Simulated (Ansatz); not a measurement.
# I on Pt(111): change of the work function, part 2 of 2

How does one ordered layer of I (fcc site) change the work function of Pt(111), and what dipole does each adsorbate carry?

Ansatz 0.2.0; plane-wave DFT, PBE, Ansatz PAW.

So far, work function, upper face (eV): step 2 (the clean slab) 5.70.

### 3. The covered slab

System of this step: Pt16I (I/Pt(111)). The cell holds 17 atoms: 16 Pt and 1 I. Its edges and angles: a = 5.544 Å, b = 5.544 Å, c = 27.243 Å, α = 90.0°, β = 90.0°, γ = 60.0°. Vacuum lies along c.

The clean slab as it ended is repeated in the plane and the adsorbate is set on one face; the cell's size fixes the coverage, and the k-mesh shrinks with it to keep the sampling density about even. Adsorbate and upper layers relax, since the dipole depends on the height.

The input, input.yaml:

```yaml
crystal:
  lattice:
    - [5.5437171645, 1.0e-10, 0.0]
    - [2.7718585822, 4.8009998959, 0.0]
    - [0.0, 0.0, 27.2425834355]
  atoms:
    - { symbol: Pt, position: [0.0, 0.0, 0.330365144] }
    - { symbol: Pt, position: [0.1666666667, 0.1666666667, 0.4134414448] }
    - { symbol: Pt, position: [0.3333333333, 0.3333333333, 0.4981162151] }
    - { symbol: Pt, position: [0.0, 0.0, 0.5838467373] }
    - { symbol: Pt, position: [0.0, 0.5, 0.330365144] }
    - { symbol: Pt, position: [0.1666666667, 0.6666666667, 0.4134414448] }
    - { symbol: Pt, position: [0.3333333333, 0.8333333333, 0.4981162151] }
    - { symbol: Pt, position: [0.0, 0.5, 0.5838467373] }
    - { symbol: Pt, position: [0.5, 0.0, 0.330365144] }
    - { symbol: Pt, position: [0.6666666667, 0.1666666667, 0.4134414448] }
    - { symbol: Pt, position: [0.8333333333, 0.3333333333, 0.4981162151] }
    - { symbol: Pt, position: [0.5, 0.0, 0.5838467373] }
    - { symbol: Pt, position: [0.5, 0.5, 0.330365144] }
    - { symbol: Pt, position: [0.6666666667, 0.6666666667, 0.4134414448] }
    - { symbol: Pt, position: [0.8333333333, 0.8333333333, 0.4981162151] }
    - { symbol: Pt, position: [0.5, 0.5, 0.5838467373] }
    - { symbol: I, position: [0.1666666667, 0.1666666667, 0.669634856] }
kpoints:
  mp_grid: { grid: [6, 6, 1] }
hamiltonian:
  xc: pbe
scf:
  occupations: { method: fermi_dirac, width: 0.1 }
  convergence: { dr2_threshold: 1.0e-08 }
efield:
  axis: 3
  dipole_correction: true
  ramp_position: 0.97
  ramp_width: 0.06
relax:
  f_tol: 0.02
  max_steps: 60
  constraints: [{ sites: [0, 1, 4, 5, 8, 9, 12, 13] }]
output:
  dos: { projected: true, e_range: [-8, 4] }
  write_potential: true
  write_density: true
  volumetric_format: npy
  elf: true
```

Started as:

```sh
ansatz run input.yaml --threads 4 --pin off --max-ram 6144MiB --backend cpu --events-out ev --progress --plain --runs-dir out
```

What it wrote:

```text
[...]
Crystal: 17 atoms, lattice volume = 725.072 Å³
Basis set: ecut = 420 eV, 14215 PW (Γ), exchange–correlation on 80×80×384 points (8 copies of the dense FFT grid, shifted against one another)
Bands: 183, of which v1, the nominal top of the filled ones, is band 153 counted from 1 (152 counted from 0)
Symmetry: 6 space group operations
[...]
k-points: 7 of 36 (time reversal used)
[...]
SCF iter   1: F=—  HF=-207877.950180 eV  |F-HF|=—  |Δ(HF+E_count)|=         —  Δρ=6.32e-3  dr2=2.83e0  ethr=1.77e-3  p=0.138 e·Å  D=3.45e-2 V/Å  ΔV_dip=-0.94 eV  dr2_dipole=5.27e-1  V_vac-E_F(+/−)=4.28/5.22 eV  ⟨swp⟩=7.3  Hψ=5349  notcnv=0  defer=66
[...]
SCF iter  13: F=-207877.916703 eV  HF=-207877.916703 eV  |F-HF|=1.89e-9  |Δ(HF+E_count)|=   1.27e-8  Δρ=3.59e-7  dr2=2.33e-9  ethr=3.28e-12  p=0.143 e·Å  D=3.58e-2 V/Å  ΔV_dip=-0.97 eV  dr2_dipole=1.48e-10  V_vac-E_F(+/−)=4.72/5.70 eV  ⟨swp⟩=15.7  Hψ=9814  notcnv=0
SCF 1 converged in 13 iterations: F = -207877.916703 eV  dr2 = 2.33e-9
[...]
relax step   1: F+E_penalty+E_count = -207877.91670331 eV  Δ(F+E_penalty+E_count) = +0.000e0 eV  max|allowed force component| = 5.857e-1 eV/Å  Δτ_max = 0.0000 Å  (13 SCF iters, accepted)
[...]
SCF iter  12: F=-207877.989075 eV  HF=-207877.989075 eV  |F-HF|=4.57e-9  |Δ(HF+E_count)|=   2.58e-8  Δρ=3.84e-7  dr2=2.23e-9  ethr=3.28e-12  p=0.171 e·Å  D=4.28e-2 V/Å  ΔV_dip=-1.17 eV  dr2_dipole=8.18e-11  V_vac-E_F(+/−)=4.54/5.70 eV  ⟨swp⟩=14.9  Hψ=9296  notcnv=0
SCF 2 converged in 12 iterations: F = -207877.989075 eV  dr2 = 2.23e-9
[...]
relax step   2: F+E_penalty+E_count = -207877.98907494 eV  Δ(F+E_penalty+E_count) = -7.237e-2 eV  max|allowed force component| = 4.430e-1 eV/Å  Δτ_max = 0.1052 Å  (12 SCF iters, accepted)
SCF iter   1: F=—  HF=-207878.005589 eV  |F-HF|=—  |Δ(HF+E_count)|=         —  Δρ=1.95e-3  dr2=1.57e-1  ethr=3.88e-4  p=0.171 e·Å  D=4.28e-2 V/Å  ΔV_dip=-1.17 eV  dr2_dipole=6.63e-2  V_vac-E_F(+/−)=4.53/5.70 eV  ⟨swp⟩=3.9  Hψ=2537  notcnv=0  defer=93
[...]
SCF iter  11: F=-207877.999636 eV  HF=-207877.999636 eV  |F-HF|=1.81e-8  |Δ(HF+E_count)|=   2.90e-8  Δρ=7.09e-7  dr2=5.90e-9  ethr=3.28e-12  p=0.187 e·Å  D=4.66e-2 V/Å  ΔV_dip=-1.27 eV  dr2_dipole=6.93e-11  V_vac-E_F(+/−)=4.43/5.70 eV  ⟨swp⟩=13.0  Hψ=10006  notcnv=0
SCF 3 converged in 11 iterations: F = -207877.999636 eV  dr2 = 5.90e-9
relax step   3: F+E_penalty+E_count = -207877.99963607 eV  Δ(F+E_penalty+E_count) = -1.056e-2 eV  max|allowed force component| = 2.769e-1 eV/Å  Δτ_max = 0.0566 Å  (11 SCF iters, accepted)
SCF iter   1: F=—  HF=-207878.007640 eV  |F-HF|=—  |Δ(HF+E_count)|=         —  Δρ=1.25e-3  dr2=1.05e-1  ethr=2.18e-4  p=0.187 e·Å  D=4.66e-2 V/Å  ΔV_dip=-1.27 eV  dr2_dipole=4.79e-2  V_vac-E_F(+/−)=4.44/5.71 eV  ⟨swp⟩=3.1  Hψ=2312  notcnv=0  defer=90
[...]
SCF iter  11: F=-207878.005313 eV  HF=-207878.005313 eV  |F-HF|=1.07e-8  |Δ(HF+E_count)|=   2.53e-8  Δρ=3.15e-7  dr2=1.63e-9  ethr=3.28e-12  p=0.175 e·Å  D=4.38e-2 V/Å  ΔV_dip=-1.19 eV  dr2_dipole=2.26e-11  V_vac-E_F(+/−)=4.51/5.70 eV  ⟨swp⟩=13.7  Hψ=9049  notcnv=0
SCF 4 converged in 11 iterations: F = -207878.005313 eV  dr2 = 1.63e-9
relax step   4: F+E_penalty+E_count = -207878.00531271 eV  Δ(F+E_penalty+E_count) = -5.677e-3 eV  max|allowed force component| = 1.788e-2 eV/Å  Δτ_max = 0.0451 Å  (11 SCF iters, accepted)
NSCF: frozen V_eff on 7 k-points
[...]
WARN: The output density's exchange-correlation potential varies sharply where the density is thin. Do not read a vacuum level from v_tot or v_xc, or from such a field of the output density. On a cell that repeats whose density bears no net charge and no dipole along the vacuum's axis use v_es (v_loc + v_h of the components); under efield.dipole_correction with no amplitude use v_es + v_field, which holds any externa [...]
SCF converged after 11 iterations
Free energy (F): -207878.005313 eV
[...]
Internal energy: -207877.086070 eV  (E = F + TS)
E sigma→0 (E₀):  -207877.545691 eV
Entropy (-TS):   -0.919243 eV (-54.073 meV/atom)
Fermi energy:    4.980017 eV
Dipole field:    D = 0.043793 V/Å  (p = 0.175477 e·Å, saw-weighted, corrected)
Work function:   Φ+ = 4.5090 eV   Φ− = 5.7021 eV
[...]
--- Forces (eV/Å), atoms counted from 1 ---
  atom   1  Pt     0.01237304     0.00714358    -0.45867808
  atom   2  Pt     0.00000000    -0.00000000     0.48677296
  atom   3  Pt    -0.00016025    -0.00009252    -0.00081991
  atom   4  Pt    -0.00640584    -0.00369841    -0.00472625
  atom   5  Pt     0.00000000    -0.01428715    -0.45867808
  atom   6  Pt    -0.07147007     0.04126327     0.53709210
  atom   7  Pt    -0.00000000     0.00018505    -0.00081991
  atom   8  Pt    -0.00000000     0.00739682    -0.00472625
  atom   9  Pt    -0.01237304     0.00714358    -0.45867808
  atom  10  Pt     0.00000000    -0.08252653     0.53709210
  atom  11  Pt     0.00016025    -0.00009252    -0.00081991
  atom  12  Pt     0.00640584    -0.00369841    -0.00472625
  atom  13  Pt    -0.00000000     0.00000000    -0.69278267
  atom  14  Pt     0.07147007     0.04126327     0.53709210
  atom  15  Pt    -0.00000000    -0.00000000     0.00400029
  atom  16  Pt     0.00000000    -0.00000000     0.00129153
  atom  17  I     -0.00000000     0.00000000    -0.01787830
  max |Σ_I F_I| component: 7.38e-6 eV/Å
--- Band table (eV; the first three rows and the last of 7) ---
  k-point 0: bands = [... 149 lower, 5.2813, 5.3016, 5.4399, 5.4710, 5.4710, 5.5787, 5.5907, 5.5907, ... 26 higher]
  k-point 1: bands = [... 149 lower, 4.9946, 5.0512, 5.0846, 5.1023, 5.1791, 5.2944, 5.3003, 5.3231, ... 26 higher]
  k-point 2: bands = [... 149 lower, 4.6864, 4.8210, 4.9261, 4.9417, 5.0019, 5.0496, 5.2389, 5.2867, ... 26 higher]
  k-point 6: bands = [... 149 lower, 4.5520, 4.5769, 4.5823, 4.6446, 4.6656, 4.6704, 4.7158, 4.7637, ... 26 higher]
--- Relaxed structure (4 steps of the walk, 4 accepted, 0 SCFs on fresh bases) ---
  F+E_penalty+E_count = -207878.00531271 eV   max|allowed force component| = 1.788e-2 eV/Å
  atoms:
    - { symbol: Pt, position: [-1.795949e-17, -1.795949e-17, 0.330365144] }
    - { symbol: Pt, position: [0.166667, 0.166667, 0.4134414448] }
    - { symbol: Pt, position: [0.332772, 0.332772, 0.497651] }
    - { symbol: Pt, position: [-0.00301677, -0.00301677, 0.585643] }
    - { symbol: Pt, position: [0.0, 0.5, 0.330365144] }
    - { symbol: Pt, position: [0.166667, 0.666667, 0.4134414448] }
    - { symbol: Pt, position: [0.332772, 0.834456, 0.497651] }
    - { symbol: Pt, position: [-0.00301677, 0.506034, 0.585643] }
    - { symbol: Pt, position: [0.500000, -1.795949e-17, 0.330365144] }
    - { symbol: Pt, position: [0.666667, 0.166667, 0.4134414448] }
    - { symbol: Pt, position: [0.834456, 0.332772, 0.497651] }
    - { symbol: Pt, position: [0.506034, -0.00301677, 0.585643] }
    - { symbol: Pt, position: [0.500000, 0.5, 0.330365144] }
    - { symbol: Pt, position: [0.666667, 0.666667, 0.4134414448] }
    - { symbol: Pt, position: [0.833333, 0.833333, 0.501420] }
    - { symbol: Pt, position: [0.500000, 0.5, 0.581770] }
    - { symbol: I, position: [0.166667, 0.166667, 0.667048] }
```

Elapsed: 3.7 min, on 4 threads of Arm Neoverse N1, shared host; peak memory 3.2 GiB.

Relaxation path:

```csv
step,energy less that of the first step (eV),largest force component (eV/Å)
1,0.0000,0.5857
2,-0.0724,0.4430
3,-0.0829,0.2769
4,-0.0886,0.0179
```

The run keeps the 6 symmetry operations that the program found, so distortions that break them were not tested.

The atoms that moved most (Å):

```csv
atom,dx,dy,dz,length
Pt15,0.000,0.000,0.090,0.090
I17,0.000,0.000,-0.070,0.070
Pt4,-0.025,-0.014,0.049,0.057
Pt12,0.025,-0.014,0.049,0.057
Pt8,0.000,0.029,0.049,0.057
Pt16,0.000,0.000,-0.057,0.057
Pt11,0.005,-0.003,-0.013,0.014
Pt7,0.000,0.005,-0.013,0.014
```

Final coordinates:

```xyz
17
Lattice="5.5437 0.0000 0.0000 2.7719 4.8010 0.0000 0.0000 0.0000 27.2426" Properties=species:S:1:pos:R:3
Pt    0.0000    0.0000    9.0000
Pt    1.3859    0.8002   11.2632
Pt    2.7672    1.5976   13.5573
Pt   -0.0251   -0.0145   15.9544
Pt    1.3859    2.4005    9.0000
Pt    2.7719    3.2007   11.2632
Pt    4.1578    4.0062   13.5573
Pt    1.3859    2.4295   15.9544
Pt    2.7719    0.0000    9.0000
Pt    4.1578    0.8002   11.2632
Pt    5.5484    1.5976   13.5573
Pt    2.7969   -0.0145   15.9544
Pt    4.1578    2.4005    9.0000
Pt    5.5437    3.2007   11.2632
Pt    6.9296    4.0008   13.6600
Pt    4.1578    2.4005   15.8489
I     1.3859    0.8002   18.1721
```

This step gave:

* energy at zero smearing: -207877.5457 eV
* work function, upper face: 4.509 eV
* work function, lower face: 5.702 eV
* dipole along the normal: 0.1755 e·Å
* step between the vacuum levels: -1.193 eV

Running mean over 2.263 Å of the planar mean; the ramp of the sawtooth is left out. The electron's electrostatic potential energy less the Fermi level by z:

```csv
z (Å),electron's electrostatic potential energy less the Fermi level (eV)
3.5,5.70
4.0,5.70
4.5,5.70
5.0,5.70
5.5,5.69
6.0,5.64
6.5,5.45
7.0,4.62
7.5,1.24
8.0,-4.94
8.5,-9.97
9.0,-11.6
9.5,-11.9
10.0,-12.0
10.5,-12.1
11.0,-12.2
11.5,-12.1
12.0,-11.7
12.5,-11.5
13.0,-11.8
13.5,-12.1
14.0,-11.8
14.5,-11.2
15.0,-11.1
15.5,-11.7
16.0,-11.8
16.5,-10.4
17.0,-5.88
17.5,-0.825
18.0,1.34
18.5,1.95
19.0,2.64
19.5,3.30
20.0,4.00
20.5,4.39
21.0,4.48
21.5,4.50
22.0,4.51
22.5,4.51
23.0,4.51
23.5,4.51
24.0,4.51
```

The density of states has structure finer than the step of the table below, so its rows give means over 0.25 eV. Peaks (eV: height): -4.780: 50.8, -4.420: 44.9, -3.700: 56.8, -3.130: 60.0, -2.260: 51.9, -2.140: 48.5, -0.570: 53.1.

The density of states by energy, zero at the Fermi level; means over each step:

```csv
energy (eV),density of states (states/eV a cell)
-7.75,2.15
-7.50,2.55
-7.25,2.43
-7.00,5.48
-6.75,7.10
-6.50,13.5
-6.25,13.4
-6.00,21.1
-5.75,23.9
-5.50,21.3
-5.25,16.6
-5.00,19.9
-4.75,18.0
-4.50,25.7
-4.25,22.7
-4.00,25.8
-3.75,30.1
-3.50,25.9
-3.25,33.9
-3.00,33.2
-2.75,21.0
-2.50,20.1
-2.25,28.2
-2.00,24.8
-1.75,22.7
-1.50,21.0
-1.25,24.7
-1.00,27.4
-0.75,20.5
-0.50,27.2
-0.25,31.2
0.00,31.1
0.25,16.7
0.50,10.3
0.75,5.70
1.00,6.06
1.25,3.27
1.50,4.61
1.75,6.12
```

Projected DOS per atom over height of the atomic layer and energy from the Fermi level. Layers: Pt4 Pt4 Pt4 Pt4 I from below.

Ten even steps from '0' (0.05 states/eV) to '9' (2.37 states/eV), each cell a mean:
```
11110
00000
11010
32331
78864
75551
75472
74571
64562
64563
84553
98782
67775
45657
44553
34453
47631
36641
14420
12110
00000
00000
```
Columns: height of the atomic layer (Å) from 9 to 18.2; rows upwards: energy from the Fermi level (eV) from -7.96 to 1.95.

ELF in the ca plane at fractional y = 0.167, with atoms of Pt and I within 0.2 Å of it. It is the smooth field of the valence electrons, not physical close to the nuclei.

Ten even steps from '0' (0.00) to '9' (0.77), each cell a mean:
```
54322333323455333345533689998631000000000000
54322333323455333345532357876410000000000000
43333555333344322334432112332100000000000000
33335787533333222233332100000000000000000000
33335888633333211233332100000000000000000000
33335888633333211233332100000000000000000000
33334676433333322333332111111000000000000000
54333343333454323344432235664210000000000000
55322333323565333345533479997521000000000000
44333344333454322344434788999731000000000000
33334676433333322233335766799841000000000000
33335888633333211233246633489852000000000000
33335888633333211223245524379852000000000000
33335787533333222233236654689852000000000000
43333455333344322334335778899741000000000000
```
Columns run along c (16.0 Å, from fractional 0.33 to 0.92 of the cell), rows up along a (5.5 Å). Atoms in or near the plane, at fractional coordinates: Pt at (0.41, 0.17), Pt at (0.41, 0.67), I at (0.67, 0.17).

Electrostatic potential energy in the ca plane at fractional y = 0.167, with atoms of Pt and I within 0.2 Å of it. With pseudopotentials it is smooth inside the atoms' cores, unlike the true potential.

Ten even steps from '0' (-46 eV) to '9' (10 eV), each cell a mean:
```
35899888998634789754589988899999999999999999
35899888998634789754589999999999999999999999
67887534788766899876789999999999999999999999
88985000489888999988999999999999999999999999
99982000179999999999999999999999999999999999
99983000279999999999999999999999999999999999
78886202689878899987899999999999999999999999
46898767898755789864689999999999999999999999
35899888998633689753589999999999999999999999
56898767898745789865688876789999999999999999
78886202589877899988888656568999999999999999
99983000279999999999987589857999999999999999
99982000179999999999987599857999999999999999
88985000489888999988887568658999999999999999
67888535788766899876788755679999999999999999
```
Columns run along c (16.0 Å, from fractional 0.33 to 0.92 of the cell; values clipped at the 3rd and 97th percentile), rows up along a (5.5 Å). Atoms in or near the plane, at fractional coordinates: Pt at (0.41, 0.17), Pt at (0.41, 0.67), I at (0.67, 0.17).

Valence density in the ca plane at fractional y = 0.167, with atoms of Pt and I within 0.2 Å of it. It is the smooth field of the valence electrons, not physical close to the nuclei.

Ten steps, logarithmic in the rise over the least value, from '0' (0 e/Å³) to '9' (17 e/Å³), each cell a mean:
```
54322222222455322345432222210000000000000000
54322232222455322345421111000000000000000000
43223455322344322234321000000000000000000000
22225787532222211122211000000000000000000000
22236898632122111122110000000000000000000000
22235888632222111122210000000000000000000000
33224676422233211233221000000000000000000000
54222333222344322344421100000000000000000000
54322222222455322345431111110000000000000000
44222343222344322244322233321000000000000000
32224676422233211223222356532000000000000000
22235888632222111122223589852100000000000000
22236898632222111112223589852100000000000000
22224787532222211122222478742100000000000000
43223454322343221234322344321000000000000000
```
Columns run along c (16.0 Å, from fractional 0.33 to 0.92 of the cell), rows up along a (5.5 Å). Atoms in or near the plane, at fractional coordinates: Pt at (0.41, 0.17), Pt at (0.41, 0.67), I at (0.67, 0.17).

The relaxation took 4 steps and lowered the energy by 0.089 eV; the largest force on the free atoms ends at 0.018 eV/Å.

By hand: a sheet of dipoles makes a step −p/(ε₀A) in the electron's potential. With e/ε₀ = 180.95 V·Å, p = 0.1755 e·Å and A = 26.62 Å², that is −180.95 × (0.1755) / 26.62 = -1.193 eV, and the two vacuum levels of the run differ by -1.193 eV.

The covered face has 4.51 eV, -1.19 eV against the clean one; the bare back face has moved by +0.03 eV, a measure of how thin the slab is.

### 4. Work function against coverage

This step: plane-wave DFT, PBE, Ansatz PAW; work function against coverage (Ansatz 0.2.0).

The runs are now put side by side.

This step gave:

| Item | Value |
| --- | --- |
| work function of the clean face | 5.703 eV |
| largest change of the work function | -1.194 eV |

Work function of the covered face against coverage:

```csv
coverage (adsorbates/nm²),work function of the covered face (eV)
0.00,5.70
3.76,4.51
```

The dipole per adsorbate comes from the change of the cell's dipole. Coverage, by row:

```csv
coverage (1/nm²),coverage (ML),work function (eV),change (eV),"dipole per adsorbate, positive end outwards (debye)",mean height of the added atoms over the highest substrate atom (Å)
3.757,0.25,4.509,-1.194,0.865,2.218
```

### 5. Outcome

```
work function of the clean face                        : 5.70 eV
work function at 0.25 ML                               : 4.51 eV
dipole per adsorbate at 0.25 ML, positive end outwards : 0.86 D
```

In words: I lowers the work function of Pt(111) at the lowest coverage, by 1.19 eV: the adsorbate layer has its positive end outwards. An electronegative adsorbate that lowers the work function shows that charge transfer alone doesn't fix the sign: the pushed-back electron tail of the metal and the adsorbate's own polarisation count too. One coverage alone was completed, so no trend follows. The slab has 4 layers, at the tabulated experimental lattice constant, one starting site was run, and quantum-size effects of a slab this thin can reach one or two tenths of an eV.

[Long decimals in the printed logs are rounded to 6 places.]

[Logs are printed without paths, hosts, clocks, repeated set-up lines and the standing remarks that a program may print on its own settings, such as how far it seeks lower states.]

[Hosts, paths, dates, database ids (printed as entryN), source tags and the programs' standing remarks are cut or masked in the printed files.]

[Maps of the electrostatic potential energy from Ansatz leave out the sawtooth potential of an applied field or a dipole correction, so their vacuum need not be flat; planar profiles and work functions include it.]
